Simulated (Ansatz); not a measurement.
# MgO (Periclase, Fm-3m): Grüneisen parameters

Does MgO (Periclase, Fm-3m) expand much on heating, by its phonons?

Method: DFT LDA, scalar-relativistic, plane waves, PAW, in Ansatz 0.2.0.

Most raw output is cut from this account.

The database entry behind the starting cell differs from later determinations by our own check (about 0.1 % long), so it need not match the best structure at ambient conditions.

## 1. Starting point

Symmetry: Fm-3m, No. 225, cubic system. Conventional cell: a = 4.159 Å, b = 4.159 Å, c = 4.159 Å, α = 90.00°, β = 90.00°, γ = 90.00°. Nearest to Mg lie 6 O at 2.08 Å. Nearest to O lie 6 Mg at 2.08 Å. Farther neighbours and most contacts between anions are not listed.

## 2. Response at finite wavevector

The cell comes from relaxations at this level that are not shown. Stability and thermal properties need the whole zone. Linear response on a 4×4×4 q mesh gives force constants as far as a supercell of that size would, and the tensors from the zone-centre run are typed in so that the long-range dipole term is interpolated apart.

File input.yaml:

```yaml
crystal:
  lattice:
    - [0.0, 2.079589901, 2.079589901]
    - [2.079589901, 0.0, 2.079589901]
    - [2.079589901, 2.079589901, 0.0]
  atoms:
    - { symbol: Mg, position: [0.0, 0.0, 0.0] }
    - { symbol: O, position: [0.5, 0.5, 0.5] }
kpoints:
  mp_grid: { grid: [8, 8, 8] }
hamiltonian:
  xc: lda
scf:
  occupations: { method: fixed }
output:
  eigenvalues: true
phonons:
  method: dfpt
  qmesh: [4, 4, 4]
  temperatures: { t_max: 1000, t_step: 50 }
  qpath:
    path:
      - [[0.0, 0.0, 0.0], [0.5, 0.0, 0.5], [0.625, 0.25, 0.625]]
      - [[0.375, 0.375, 0.75], [0.0, 0.0, 0.0], [0.5, 0.5, 0.5], [0.5, 0.25, 0.75], [0.5, 0.0, 0.5]]
    npoints: 10
  non_analytic_term:
    high_frequency_dielectric_tensor: [[3.1831, 0.0, 0.0], [0.0, 3.1831, 0.0], [0.0, 0.0, 3.1831]]
    born_effective_charges:
      - { species: Mg, tensor: [[1.9668, 0.0, 0.0], [0.0, 1.9668, 0.0], [0.0, 0.0, 1.9668]] }
      - { species: O, tensor: [[-1.9668, 0.0, 0.0], [0.0, -1.9668, 0.0], [0.0, 0.0, -1.9668]] }
    source: "zone-centre run at this cell"
```

On the command line:

```sh
> ansatz run input.yaml --threads 4 --pin off --max-ram 7168MiB --backend cpu --events-out ev --progress --plain --runs-dir out
```

It took 48 s on 4 threads of Arm Neoverse N1, shared host; peak memory 0.51 GiB; 2.4 min of CPU time.

This step gave:

- gap on the k-mesh: 5.035 eV
- volume per atom: 8.994 Å³
- sum-rule residual before enforcement: 5.27e-5 eV/Å²
- lowest frequency on the path: 0 cm⁻¹
- point group: m-3m
- highest frequency on the path or at a solved wavevector: 715.1 cm⁻¹
- mean frequency: 403.6 cm⁻¹
- Debye temperature (second moment): 780 K
- logarithmic mean frequency: 385.3 cm⁻¹
- highest optical mode at the zone centre (no LO-TO term): 408.4 cm⁻¹
- lowest optical zone-centre mode: 408.4 cm⁻¹
- lowest mode on the q mesh (acoustic modes at Γ apart): 187.4 cm⁻¹
- zero-point energy per atom: 75.07 meV
- heat capacity at 300 K: 18.29 J/(mol atoms K)
- vibrational entropy at 300 K: 13.37 J/(mol atoms K)

Frequencies (cm⁻¹) solved at each irreducible wavevector; negative means imaginary. Frequencies by wavevector, by row:

```tsv
q in reciprocal lattice units	star	mode 1	mode 2	mode 3	mode 4	mode 5	mode 6
0 0 0	1	0	0	0	408.4	408.4	408.4
0 0 0.25	8	187.4	187.4	329.7	398.1	398.1	681.1
0 0 -0.5	4	284.2	284.2	370.3	370.3	551.5	575
0 0.25 0.25	6	218.7	218.7	334.9	432.4	432.4	624.9
0 0.25 -0.5	24	284.8	335.4	420.4	446.4	454.6	560.8
0 0.25 -0.25	12	274.7	323.6	379.4	419.4	468.7	591.9
0 -0.5 -0.5	3	292.2	292.2	432	457.3	457.3	553.3
0.25 -0.5 -0.25	6	352.9	381.5	381.5	448.8	506.4	506.4
```

Symmetry leaves 8 wavevectors to solve. The lowest mode among them, the acoustic zeros apart, lies at q = (0, 0, 0.25) and is real, 187 cm⁻¹.

## 3. Relaxing at another volume, volume ratio 0.97

The volume is scaled by 0.97 and held; symmetry leaves nothing to relax, so this is a single point. The modes can then be followed against volume.

input.yaml, the sections that differ from step 2:

```yaml
crystal:
  lattice:
    - [0.0, 2.0585825061, 2.0585825061]
    - [2.0585825061, 0.0, 2.0585825061]
    - [2.0585825061, 2.0585825061, 0.0]
  atoms:
    - { symbol: Mg, position: [0.0, 0.0, 0.0] }
    - { symbol: O, position: [0.5, 0.5, 0.5] }
output:
  forces: true
  stress: true
  eigenvalues: true
# kpoints, hamiltonian, scf: as in step 2
# phonons: removed
```

It took 0.67 s on 4 threads; peak memory 0.23 GiB; 1 s of CPU time.

Numbers from this step:

```
pressure           : 5.582 GPa
gap on the k-mesh  : 5.351 eV
volume per atom    : 8.724 Å³
direct gap on mesh : 5.351 eV
```

At this level the gap is 5.35 eV on the k-mesh of the self-consistent run, which can miss the band edges.

## 4. Phonons at the other volume, volume ratio 0.97

The phonons are repeated at this volume on the same k and q meshes.

input.yaml, the sections that differ from step 3:

```yaml
output:
  eigenvalues: true
phonons:
  method: dfpt
  dielectric: true
  rigid_motions: translations
  qmesh: [4, 4, 4]
  temperatures: { t_max: 1000, t_step: 50 }
  qpath:
    path:
      - [[0.0, 0.0, 0.0], [0.5, 0.0, 0.5], [0.625, 0.25, 0.625]]
      - [[0.375, 0.375, 0.75], [0.0, 0.0, 0.0], [0.5, 0.5, 0.5], [0.5, 0.25, 0.75], [0.5, 0.0, 0.5]]
    npoints: 10
# crystal, kpoints, hamiltonian, scf: as in step 3
```

It took 58 s on 4 threads; peak memory 0.57 GiB; 2.6 min of CPU time.

Numbers from this step:

```yaml
sum_rule_residual_before_enforcement: 4.13e-5 eV/Å²
miss_of_the_charge_sum_rule: 8.16e-4 e
estimated_error_of_the_dielectric_tensor: 0.006759
estimated_error_of_the_born_charges: 0.01102 e
highest_frequency_on_the_path_or_at_a_solved_wavevector: 738.7 cm⁻¹
mean_frequency: 422.5 cm⁻¹
debye_temperature_second_moment: 816 K
logarithmic_mean_frequency: 403.4 cm⁻¹
highest_optical_mode_at_the_zone_centre_no_lo_to_term: 437.7 cm⁻¹
lowest_optical_zone_centre_mode: 437.7 cm⁻¹
mean_high_frequency_dielectric_constant: 3.152
largest_born_charge_third_of_the_trace: 1.954 e
mean_static_dielectric_constant: 8.977
top_of_the_zone_centre_spectrum_with_the_field: 738.7 cm⁻¹
lowest_mode_on_the_q_mesh_acoustic_modes_at_gamma_apart: 198.2 cm⁻¹
zero_point_energy_per_atom: 78.57 meV
```

Frequencies (cm⁻¹) solved at each irreducible wavevector; negative means imaginary. Frequencies by wavevector, by row:

```tsv
q in reciprocal lattice units	star	mode 1	mode 2	mode 3	mode 4	mode 5	mode 6
0 0 0	1	0	0	0	437.7	437.7	437.7
0 0 0.25	8	198.2	198.2	340.7	425.1	425.1	703.5
0 0 -0.5	4	302.3	302.3	392.8	392.8	567.6	596
0 0.25 0.25	6	221.9	221.9	357.7	462.2	462.2	642.4
0 0.25 -0.5	24	294.9	350.3	447.8	461.7	481.2	581.1
0 0.25 -0.25	12	294.5	330.8	400.9	439	497.4	610.3
0 -0.5 -0.5	3	297.8	297.8	450.1	486.9	486.9	575.8
0.25 -0.5 -0.25	6	369.7	393.5	393.5	470.2	532.6	532.6
```

The highest optical mode at the zone centre (no LO-TO term) is 437.7 cm⁻¹, +29.3 cm⁻¹ against the base run.

## 5. Relaxing at another volume, volume ratio 1.03

The volume is scaled by 1.03 and held; symmetry leaves nothing to relax, so this is a single point. The modes can then be followed against volume.

input.yaml, the sections that differ from step 4:

```yaml
crystal:
  lattice:
    - [0.0, 2.1001812392, 2.1001812392]
    - [2.1001812392, 0.0, 2.1001812392]
    - [2.1001812392, 2.1001812392, 0.0]
  atoms:
    - { symbol: Mg, position: [0.0, 0.0, 0.0] }
    - { symbol: O, position: [0.5, 0.5, 0.5] }
output:
  forces: true
  stress: true
  eigenvalues: true
# kpoints, hamiltonian, scf: as in step 4
# phonons: removed
```

Wall time 0.78 s (4 threads); peak memory 0.24 GiB.

Numbers from this step:

* pressure: -4.814 GPa
* gap on the k-mesh: 4.738 eV
* volume per atom: 9.263 Å³
* direct gap on mesh: 4.738 eV

The run ends at a pressure of -4.81 GPa.

## 6. Phonons at the other volume, volume ratio 1.03

input.yaml, the sections that differ from step 5:

```yaml
output:
  eigenvalues: true
phonons:
  method: dfpt
  dielectric: true
  rigid_motions: translations
  qmesh: [4, 4, 4]
  temperatures: { t_max: 1000, t_step: 50 }
  qpath:
    path:
      - [[0.0, 0.0, 0.0], [0.5, 0.0, 0.5], [0.625, 0.25, 0.625]]
      - [[0.375, 0.375, 0.75], [0.0, 0.0, 0.0], [0.5, 0.5, 0.5], [0.5, 0.25, 0.75], [0.5, 0.0, 0.5]]
    npoints: 10
# crystal, kpoints, hamiltonian, scf: as in step 5
```

Wall time 62 s (4 threads); peak memory 0.57 GiB; 2.9 min of CPU time.

This step gave:

```
sum-rule residual before enforcement                    : 1.33e-4 eV/Å²
miss of the charge sum rule                             : 8.47e-4 e
estimated error of the dielectric tensor                : 0.007047
estimated error of the Born charges                     : 0.01095 e
highest frequency on the path or at a solved wavevector : 692.8 cm⁻¹
mean frequency                                          : 385.7 cm⁻¹
Debye temperature (second moment)                       : 746 K
logarithmic mean frequency                              : 367.9 cm⁻¹
highest optical mode at the zone centre (no LO-TO term) : 380.3 cm⁻¹
lowest optical zone-centre mode                         : 380.3 cm⁻¹
mean high-frequency dielectric constant                 : 3.216
largest Born charge (third of the trace)                : 1.979 e
mean static dielectric constant                         : 10.67
top of the zone-centre spectrum with the field          : 692.8 cm⁻¹
lowest mode on the q mesh (acoustic modes at Γ apart)   : 177.2 cm⁻¹
zero-point energy per atom                              : 71.72 meV
```

The highest optical mode at the zone centre (no LO-TO term) is 380.3 cm⁻¹, -28.2 cm⁻¹ against the base run.

## 7. Grüneisen parameters

The Grüneisen parameter of a mode is minus the logarithmic change of its frequency with volume, −d ln ω / d ln V; weighted by heat capacity it gives the expansion.

Numbers from this step:

```
bulk modulus : 173.2 GPa
```

Phonon branches along the path, in cm⁻¹:

```tsv
point	branch 1	branch 2	branch 3	branch 4	branch 5	branch 6
Γ	0	0	0	408	408	715
halfway	219	219	335	432	432	625
X	292	292	432	457	457	553
halfway	294	324	426	449	470	547
U	300	391	406	426	498	529
jump to K	300	391	406	426	498	529
halfway	221	258	357	382	442	645
Γ	0	0	0	408	408	715
halfway	187	187	330	398	398	681
L	284	284	370	370	552	575
halfway	301	335	401	449	485	551
W	353	382	382	449	506	506
halfway	322	325	420	455	471	541
X	292	292	432	457	457	553
```

The same for volume x 0.97:

```tsv
point	branch 1	branch 2	branch 3	branch 4	branch 5	branch 6
Γ	0	0	0	438	438	739
X	298	298	450	487	487	576
U	310	404	422	453	522	553
K	310	404	422	453	522	553
Γ	0	0	0	438	438	739
L	302	302	393	393	568	596
W	370	394	394	470	533	533
X	298	298	450	487	487	576
```

The same for volume x 1.03:

```tsv
point	branch 1	branch 2	branch 3	branch 4	branch 5	branch 6
Γ	0	0	0	380	380	693
X	286	286	412	429	429	534
U	289	377	389	400	476	508
K	289	377	389	400	476	508
Γ	0	0	0	380	380	693
L	267	267	349	349	536	555
W	337	368	368	429	483	483
X	286	286	412	429	429	534
```

Mode Grueneisen parameter -dln(w)/dln(V), modes matched by rank; at Γ the acoustic branches take the value of a neighbouring point of the path. Mode grüneisen parameters along the path, in :

```tsv
point	branch 1	branch 2	branch 3	branch 4	branch 5	branch 6
Γ	0.39	0.39	2.22	2.34	2.34	1.07
halfway	0.50	0.50	2.22	2.25	2.25	0.91
X	0.66	0.66	1.48	2.09	2.09	1.25
halfway	0.79	0.82	1.44	2.09	1.93	1.28
U	1.16	1.13	1.33	2.06	1.55	1.41
jump to K	1.16	1.13	1.33	2.06	1.55	1.41
halfway	2.60	0.53	1.45	2.03	2.19	1.02
Γ	2.51	0.36	1.35	2.34	2.34	1.07
halfway	1.87	1.87	1.08	2.21	2.21	1.06
L	2.08	2.08	1.98	1.98	0.95	1.18
halfway	1.75	1.43	1.96	1.98	0.84	1.27
W	1.55	1.13	1.13	1.54	1.62	1.62
halfway	1.06	0.81	1.40	1.87	1.97	1.33
X	0.66	0.66	1.48	2.09	2.09	1.25
```

(dS/dlnV)/C_V. The thermodynamic Grueneisen parameter by temperature:

```tsv
temperature (K)	thermodynamic Grueneisen parameter
50	1.39
100	1.50
150	1.54
200	1.54
250	1.54
300	1.54
350	1.54
400	1.54
450	1.54
500	1.54
550	1.54
600	1.54
650	1.54
700	1.54
750	1.54
800	1.54
850	1.54
900	1.54
950	1.53
1000	1.53
```

Gamma C_V/(B V) at the static volume. Table of volume expansion by temperature:

```tsv
temperature (K)	volume expansion (1e-6/K)
50	0.6
100	6.15
150	14.6
200	21.7
250	26.7
300	30.1
350	32.5
400	34.2
450	35.4
500	36.4
550	37.1
600	37.6
650	38.1
700	38.4
750	38.7
800	39.0
850	39.2
900	39.3
950	39.5
1000	39.6
```

## 8. Outcome

```json
{
  "bulk modulus": "173 GPa",
  "gap deformation potential": "-10.2 eV",
  "thermodynamic Grüneisen parameter at 300 K": "1.543",
  "volume expansion at 300 K, estimated": "30.09 × 10⁻⁶ K⁻¹"
}
```

In words: By this estimate the volume grows by 30.1 × 10⁻⁶ per kelvin at 300 K. Without the field, the highest optical mode at Γ goes from 438 to 380 cm⁻¹ as the cell grows, a Grüneisen parameter of 2.34. Mode parameters on the path run from 0.36 to 2.6, with a median of 1.5. Branches are matched by rank, so values near crossings are rough. The expansion is the Grüneisen estimate at the static volume, with the static bulk modulus.

[Logs are printed without paths, hosts, clocks, repeated set-up lines and the standing remarks that a program may print on its own settings, such as how far it seeks lower states.]

[Hosts, paths, dates, database ids (printed as entryN), source tags and the programs' standing remarks are cut or masked in the printed files.]
